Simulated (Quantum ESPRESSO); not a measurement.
# BaZrO3 (Pm-3m): zone-centre phonons, part 3 of 3

Aim: the zone-centre modes of BaZrO3 (Pm-3m).

Quantum ESPRESSO 7.5; DFT LDA, scalar-relativistic, plane waves, PseudoDojo norm-conserving pseudopotentials.

So far. Step 5 (Zone-centre response): The acoustic modes at Γ come out as far as 2.4 cm⁻¹ from zero, where they should vanish, a small numerical error; the Born charges miss their sum rule by 6.3e-4 e, which is good. The relaxed cell has a = 4.150 Å (conventional setting).

**6. Modes with the sum rule**

A rigid shift of the crystal must cost nothing, but grids and finite bases break this; the acoustic sum rule is imposed before the matrix is diagonalised again. With Born charges the intensities follow, and the static dielectric tensor.

The input, dynmat.in:

```
&INPUT
  fildyn = 'g.dyn'
  asr    = 'simple'
  fileig = 'dynmat.eig'
  lperm  = .true.
/
```

Started as:

```
$ dynmat.x -in dynmat.in > dynmat.out
```

Output:

```text
[banner, memory and clock lines left out]
Program DYNMAT v.7.5

     Reading Dynamical Matrix from file g.dyn
     ...Force constants read
     ...epsilon and Z* read
     A direction for q was not specified:TO-LO splitting will be absent

     Polarizability (A^3 units)
     multiply by 0.435174 for Clausius-Mossotti correction
        22.141059    0.000000    0.000000
         0.000000   22.141059    0.000000
         0.000000    0.000000   22.141059

     IR activities are in (D/A)^2/amu units

# mode   [cm-1]    [THz]      IR
    1     -0.00   -0.0000    0.0000
    2      0.00    0.0000    0.0000
    3      0.00    0.0000    0.0000
    4     97.63    2.9268   12.7586
    5     97.63    2.9268   12.7586
    6     97.63    2.9268   12.7586
    7    173.09    5.1890    0.0000
    8    173.09    5.1890    0.0000
    9    173.09    5.1890    0.0000
   10    194.76    5.8389   20.8311
   11    194.76    5.8389   20.8311
   12    194.76    5.8389   20.8311
   13    524.54   15.7252   22.1037
   14    524.54   15.7252   22.1037
   15    524.54   15.7252   22.1037

Electronic dielectric permittivity tensor (relative, adimensional)
         4.893793    0.000000    0.000000
         0.000000    4.893793    0.000000
         0.000000    0.000000    4.893793

 ... with zone-center polar mode contributions
        63.638093    0.000000   -0.000000
         0.000000   63.638093   -0.000000
        -0.000000   -0.000000   63.638093

[end of the log left out, with the tail of the file of modes that dynmat.x writes under the same name]
```

The job ended after 0.47 s (1 thread of Arm Neoverse V2, shared host).

This step gave:

```yaml
lowest_optical_zone_centre_mode: 97.63 cm⁻¹
mean_static_dielectric_constant: 63.64
```

Unit eigenvectors of the mass-weighted matrix after the sum rule; no LO-TO term. Modes at Γ, with each element's share of the kinetic energy:

```csv
mode,frequency (cm⁻¹),symmetry,Ba %,Zr %,O %
1,0.0,acoustic,50,33,17
2,0.0,acoustic,50,33,17
3,0.0,acoustic,50,33,17
4,97.6,T1u,42,9,49
5,97.6,T1u,42,9,49
6,97.6,T1u,42,9,49
7,173.1,T2u,0,0,100
8,173.1,T2u,0,0,100
9,173.1,T2u,0,0,100
10,194.8,T1u,8,56,36
11,194.8,T1u,8,56,36
12,194.8,T1u,8,56,36
13,524.5,T1u,0,2,97
14,524.5,T1u,0,2,97
15,524.5,T1u,0,2,97
```

Displacements in mode 6 (97.6 cm⁻¹), the largest set to 1:
```
Ba1  0.01  0.01  0.48
Zr2 -0.01  0.00 -0.27
O3  -0.01 -0.01 -1.00
O4  -0.02 -0.01 -1.00
O5  -0.02 -0.01 -0.59
```

Displacements in mode 12 (194.8 cm⁻¹), the largest set to 1:
```
Ba1 -0.23  0.02 -0.15
Zr2  0.74 -0.08  0.47
O3  -0.23  0.11 -0.63
O4  -1.00  0.02 -0.63
O5  -1.00  0.11 -0.14
```

Degenerate modes summed, no LO-TO term. Infrared lines, with heights relative to the strongest:

```csv
position (cm⁻¹),lines merged,label,"IR intensity, relative"
98,3,T1u,58
173,3,T2u,0.0
195,3,T1u,94
525,3,T1u,100
```

Static dielectric tensor (ions relaxed, fixed cell):

```
63.64  0.00  0.00
 0.00 63.64  0.00
 0.00  0.00 63.64
```

The rule moves no optical mode by more than 0.2 cm⁻¹.

**7. Modes along a direction of q (1 0 0)**

A longitudinal polar mode sets up a macroscopic field that stiffens it; the term hangs on the direction from which q goes to zero.

The input, dynmat.in:

```
&INPUT
  fildyn = 'g.dyn'
  asr    = 'simple'
  fileig = 'dynmat.eig'
  q(1)   = 1.0
  q(2)   = 0.0
  q(3)   = 0.0
/
```

Started as:

```
$ dynmat.x -in dynmat.in > dynmat.out
```

Output:

```text
[banner, memory and clock lines left out]
Program DYNMAT v.7.5

     Reading Dynamical Matrix from file g.dyn
     ...Force constants read
     ...epsilon and Z* read

     Polarizability (A^3 units)
     multiply by 0.435174 for Clausius-Mossotti correction
        22.141059    0.000000    0.000000
         0.000000   22.141059    0.000000
         0.000000    0.000000   22.141059

     IR activities are in (D/A)^2/amu units

# mode   [cm-1]    [THz]      IR
    1     -0.00   -0.0000    0.0000
    2     -0.00   -0.0000    0.0000
    3      0.00    0.0000    0.0000
    4     97.63    2.9268   12.7586
    5     97.63    2.9268   12.7586
    6    137.78    4.1307    0.1337
    7    173.09    5.1890    0.0000
    8    173.09    5.1890    0.0000
    9    173.09    5.1890    0.0000
   10    194.76    5.8389   20.8311
   11    194.76    5.8389   20.8311
   12    365.66   10.9623    6.3952
   13    524.54   15.7252   22.1037
   14    524.54   15.7252   22.1037
   15    713.86   21.4009   49.1645

[end of the log left out, with the tail of the file of modes that dynmat.x writes under the same name]
```

It took 0.47 s on 1 thread.

Read from the output:

```
highest mode moved by the LO-TO term : 713.9 cm⁻¹
```

Zone-centre frequencies as printed; negative means imaginary. Modes:

```csv
mode,frequency (cm⁻¹)
1,0
2,0
3,0
4,97.63
5,97.63
6,137.8
7,173.1
8,173.1
9,173.1
10,194.8
11,194.8
12,365.7
13,524.5
14,524.5
15,713.9
```

The field moves 3 modes; the highest of them now lies at 714 cm⁻¹, where the highest that moved away lay at 524.

**8. Summary of results**

```json
{"space group after relaxation": "Pm-3m", "volume per atom": "14.3 Å³", "gap on the k-mesh": "3.17 eV", "highest optical zone-centre mode (no LO-TO term)": "524.5 cm⁻¹", "lowest optical zone-centre mode": "97.6 cm⁻¹", "highest mode moved by the LO-TO term": "713.9 cm⁻¹", "mean high-frequency dielectric constant": "4.89", "largest Born charge in size (third of the trace)": "6.11 e", "mean static dielectric constant": "63.6", "imaginary optical modes at the zone centre (no q mesh in this session)": "none"}
```

At the LDA level the optical modes of BaZrO3 (Pm-3m) at the zone centre (no LO-TO term) run from 98 to 525 cm⁻¹. Along the directions run, the highest mode that the macroscopic field moves lies at 714 cm⁻¹. Lattice motion raises the mean dielectric constant from 4.894 to 63.64. Of the 12 optical modes, 9 are infrared active alone and 3 are silent. These are harmonic frequencies at zero temperature: anharmonic shifts and linewidths and thermal expansion are left out. Spin-orbit coupling is left out, which can matter for the heavy elements here. The published file for Ba has no f projectors, which tends to make oxide cells too large.

Computed beside measured:

```
                                       quantity  measured  LDA PseudoDojo norm-conserving, Quantum ESPRESSO
                         lattice constant a (Å)     4.192                                    4.150 (-1.0 %)
static dielectric constant (mean of the tensor)        36                                   63.64 (+76.8 %)
        infrared mode, TO1 at Gamma, T1u (cm⁻¹)       116                                      98 (-15.9 %)
        infrared mode, TO2 at Gamma, T1u (cm⁻¹)       214                                      195 (-9.0 %)
        infrared mode, TO3 at Gamma, T1u (cm⁻¹)       520                                      524 (+0.9 %)
```

Measured values from arxiv:cond-mat/0602127 (2006), arxiv:1312.3131 (2013) and arxiv:1907.02008 (2019).

Verdict: Measured modes were matched to the nearest mode of that symmetry; at LDA PseudoDojo norm-conserving, Quantum ESPRESSO, 3 of them have a partner, and the computed frequencies miss them by 8.6 % on average (mean signed -8.0 %), which is a clear miss. The lattice constant a is off by -1.0 %: fair agreement. The static dielectric constant is off by +76.8 %. The grades are ours: good and fair within 0.7 and 1.5 % for the lattice constant a, 10 and 25 % for the static dielectric constant and 3 and 7 % for the infrared mode. For lattice constants, static dielectric constant and infrared mode the calculation has a static lattice, without zero-point motion or thermal expansion (measured at up to 300 K).

[Host names and launcher messages were left out of these logs when they were recorded.]

[Logs are printed without paths, hosts, clocks, repeated set-up lines and the standing remarks that a program may print on its own settings, such as how far it seeks lower states.]

[Hosts, paths, dates, database ids (printed as entryN), source tags and the programs' standing remarks are cut or masked in the printed files.]
